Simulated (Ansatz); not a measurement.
# What AgC (built on the sites of a database entry of TlC) distorts into, part 3 of 3

Aim: this structure of AgC (built on the sites of a database entry of TlC) is to be tested for unstable modes, and one is followed downhill.

Ansatz 0.2.0; DFT LDA, scalar-relativistic, plane waves, PAW.

So far. Step 5 (Energy along the mode, all amplitudes (two of the runs …): The lowest of the steps tried is at 0.14 Å, 1.88 meV/atom below the parent; the bottom of the well need not coincide with a step. Step 7 (The new phase in its own primitive cell): The largest force component left is 0.18 meV/Å and the pressure is 0.000 GPa, within the tolerances set. The cell now holds 11.73 Å³/atom.

The structure was built from a prototype and need not be the compound's stable phase.

## (8) Modes of the new phase, k-mesh 10×10×6

A relaxed structure may still be a saddle point, so its zone-centre modes are computed. No field response is asked, since the mesh shows no gap.

Contents of input.yaml:

```yaml
crystal:
  lattice:
    - [5.3543367765, -1.539666986, 0.0003270665]
    - [5.3543367765, 1.539666986, 0.0003270665]
    - [-0.4031504782, 0.0, 5.691614623]
  atoms:
    - { symbol: Ag, position: [0.6227933929, 0.6227933929, 0.8391012758] }
    - { symbol: Ag, position: [0.3772066071, 0.3772066071, 0.1608987242] }
    - { symbol: Ag, position: [0.1232080114, 0.1232080114, 0.366393415] }
    - { symbol: Ag, position: [0.8767919886, 0.8767919886, 0.633606585] }
    - { symbol: C, position: [0.5, 0.5, 0.5] }
    - { symbol: C, position: [0.2789469034, 0.2789469034, 0.8201352399] }
    - { symbol: C, position: [0.0, 0.0, 0.0] }
    - { symbol: C, position: [0.7210530966, 0.7210530966, 0.1798647601] }
kpoints:
  mp_grid: { grid: [10, 10, 6] }
hamiltonian:
  xc: lda
scf:
  occupations: { method: methfessel_paxton, width: 0.15 }
output:
  eigenvalues: true
phonons:
  method: dfpt
```

Run with:

```bash
> ansatz run input.yaml --threads 4 --pin off --max-ram 7168MiB --backend cpu --events-out ev --progress --plain --runs-dir out
```

Numbers of over 12 decimals in the logs are rounded to 6 here.

The program printed:

```text
zone centre: on kpoints.mp_grid the ground state, and the responses unless they are solved on pairs of k-points, stand on 172 of the mesh's 600 k-points, reduced under 2 symmetry operations, with k and −k counted as one. Each operation leaves every solved displacement unchanged or reverses it
[...]
Crystal: 8 atoms, lattice volume = 93.843 Å³
Basis set: ecut = 420 eV, 1821 PW (Γ), exchange–correlation on 80×80×80 points (8 copies of the dense FFT grid, shifted against one another)
Bands: 56, of which v1, the nominal top of the filled ones, is band 46 counted from 1 (45 counted from 0)
Symmetry: 4 space group operations
k-points: 172 of 600 (irreducible under 2 space group operations, time reversal used)
[...]
SCF iter   1: F=—  HF=-30787.303532 eV  |F-HF|=—  |Δ(HF+E_count)|=         —  Δρ=1.44e-2  dr2=2.03e-1  ethr=1.77e-3  ⟨swp⟩=5.8  Hψ=31564  notcnv=0
[...]
SCF iter  11: F=-30787.260656 eV  HF=-30787.260656 eV  |F-HF|=3.64e-12  |Δ(HF+E_count)|=  7.28e-12  S|Δr|=    0.00e0  Δρ=5.60e-8  dr2=5.13e-12  ethr=1.00e-12  ⟨swp⟩=9.8  Hψ=43753  notcnv=0
SCF 1 converged in 11 iterations: F = -30787.260656 eV  dr2 = 5.13e-12
[...]
DFPT response loops at Γ: preconditioner auto → Kerker (q_TF=auto, 2.719 Å⁻¹) (partly filled bands, converged f_vac=0.000); β = 1.00, the filter's whole step (`scf.mixing.beta` (0.50) is not read by the response loops under this deck's `scf.mixing.preconditioner`; to damp them name `kerker` or `kerker_dos`, under which they read `scf.mixing.beta`, and type it under 1.00, their step now; both keys bind the ground state too); Broyden in place of MSR1
SCF converged after 11 iterations
[...]
Free energy (F): -30787.260656 eV
[...]
Internal energy: -30787.260216 eV  (E = F + TS)
E sigma→0 (E₀):  -30787.260546 eV
Entropy (-TS):   -0.000440 eV (-0.055 meV/atom)
Fermi energy:    15.547747 eV
[...]
--- Band table (eV; the first three rows and the last of 172) ---
  k-point 0: bands = [... 42 lower, 13.5976, 14.6167, 16.0070, 16.2631, 16.3970, 16.5260, 16.7899, 16.9045, ... 6 higher]
  k-point 1: bands = [... 42 lower, 13.8022, 14.2070, 16.1804, 16.2676, 16.4438, 16.7317, 16.7759, 17.1002, ... 6 higher]
  k-point 2: bands = [... 42 lower, 13.7503, 14.2764, 15.7792, 16.2887, 16.6244, 16.7877, 16.9242, 17.3320, ... 6 higher]
  k-point 171: bands = [... 42 lower, 14.3555, 14.5531, 15.5643, 15.9783, 16.0448, 16.3393, 16.5399, 17.2606, ... 6 higher]
--- Phonons (Γ-DFPT): 15 representative perturbations + reference, on 172 of 600 k-points (Σ response iterations 53) ---
  k mesh reduced under 2 symmetry operations, with k and −k counted as one. Each operation leaves every solved displacement unchanged or reverses it
  ASR residual: 3.336e-5 → 0.000e0 eV/Å²; symmetrization residual: 2.705e-6 eV/Å²
  ASR residual per site (eV/Å²): 1.63e-5 1.63e-5 1.87e-5 1.87e-5 1.11e-5 1.08e-5 3.34e-5 1.08e-5
  Γ frequencies (cm⁻¹): -94.77 0.00 0.00 0.00 71.44 80.77 81.77 83.26 109.83 124.41 127.91 130.53 177.23 252.05 290.60 291.75 303.92 330.61 352.53 368.46 396.19 418.62 433.83 434.47
  non-analytic LO–TO correction: not included (Born effective charges unavailable; polar crystals: no LO–TO splitting at Γ)
```

It took 6.9 min on 4 threads of Arm Neoverse V2, shared host; peak memory 2.5 GiB; 27 min of CPU time.

This step gave:

```
sum-rule residual before enforcement                    : 3.34e-5 eV/Å²
point group                                             : 2/m
highest optical mode at the zone centre (no LO-TO term) : 434.5 cm⁻¹
lowest optical zone-centre mode                         : -94.77 cm⁻¹
```

Patterns of degenerate modes are one choice out of their space. The modes at Γ (shares of kinetic energy by element, %) (negative means imaginary):

```tsv
mode	frequency (cm⁻¹)	symmetry	Ag %	C %
1	-94.8	Bu	16	84
2	0.0	acoustic	90	10
3	0.0	acoustic	90	10
4	0.0	acoustic	90	10
5	71.4	Bu	83	17
6	80.8	Bg	84	16
7	81.8	Au	87	13
8	83.3	Ag	98	2
9	109.8	Ag	95	5
10	124.4	Bu	79	21
11	127.9	Ag	94	6
12	130.5	Bg	100	0
13	177.2	Ag	99	1
14	252.1	Au	11	89
15	290.6	Bu	11	89
16	291.8	Bg	16	84
17	303.9	Bu	11	89
18	330.6	Au	7	93
19	352.5	Ag	7	93
20	368.5	Bu	8	92
21	396.2	Au	5	95
22	418.6	Bu	2	98
23	433.8	Ag	7	93
24	434.5	Bu	9	91
```

Displacements in mode 1 (-94.8 cm⁻¹), the largest set to 1:
```
Ag1 -0.02  0.00 -0.11
Ag2 -0.02  0.00 -0.11
Ag3 -0.01  0.00  0.06
Ag4 -0.01  0.00  0.06
C5  -0.14  0.00  0.03
C6   0.01  0.00 -0.09
C7   0.63  0.00  1.00
C8   0.01  0.00 -0.09
```

Displacements in mode 16 (291.8 cm⁻¹), the largest set to 1:
```
Ag1  0.00  0.06  0.00
Ag2  0.00 -0.06  0.00
Ag3  0.00 -0.13  0.00
Ag4  0.00  0.13  0.00
C5   0.00  0.00  0.00
C6   0.00 -1.00  0.00
C7   0.00  0.00  0.00
C8   0.00  1.00  0.00
```

Before it was imposed, the acoustic sum rule was missed by 3.3e-5 eV/Å². Small misses are needed for a sound result but don't prove that mesh and cutoff are converged. The lowest optical mode is imaginary, 94.8i cm⁻¹, so the energy falls along it.

## (9) Summary of results

```
unstable mode of the parent                                                      : q = (0, 0.25, -0.5), 141i cm⁻¹
depth at the lowest point sampled                                                : 1.88 meV/atom
largest atomic shift at that point                                               : 0.14 Å
space group reached (within 0.01 Å)                                              : C2/m
energy gained over the parent (first relaxation, on the mesh of the frozen mode) : 21.9 meV/atom
volume per atom, phase reached                                                   : 11.7 Å³
lowest optical zone-centre mode, phase reached                                   : -94.8 cm⁻¹
highest optical mode at the zone centre (no LO-TO term), phase reached           : 434 cm⁻¹
```

What this shows: Along this mode the structure falls into C2/m, 21.9 meV/atom below the parent. At the parent's cell the well is 1.881 meV/atom deep on the steps tried, with its lowest point at a shift of 0.14 Å. Relaxing atoms and cell changes the gain by +19.98 meV/atom against the lowest step (energies at zero smearing). Most of the total comes from this relaxation. The new phase still has an imaginary mode at the zone centre of its cell, so it is a saddle point on the way to a lower structure. Of the 2 patterns followed to their end from this parent, this one reaches the lowest energy. Each path keeps the symmetry of its pattern, so a lower phase may lie along a pattern not tried. With no gap, or one that is small against the smearing, the frequencies hang on the k mesh and the smearing, most of all near Kohn anomalies. The phonon runs are without spin polarisation, although the cell has an odd electron count. A phonon run warned that its eigensolver left some bands unconverged in a pass. The starting cell was built on a prototype and not taken from a measurement, so the phase need not exist.

[Logs are printed without paths, hosts, clocks, repeated set-up lines and the standing remarks that a program may print on its own settings, such as how far it seeks lower states.]

[Hosts, paths, dates, database ids (printed as entryN), source tags and the programs' standing remarks are cut or masked in the printed files.]
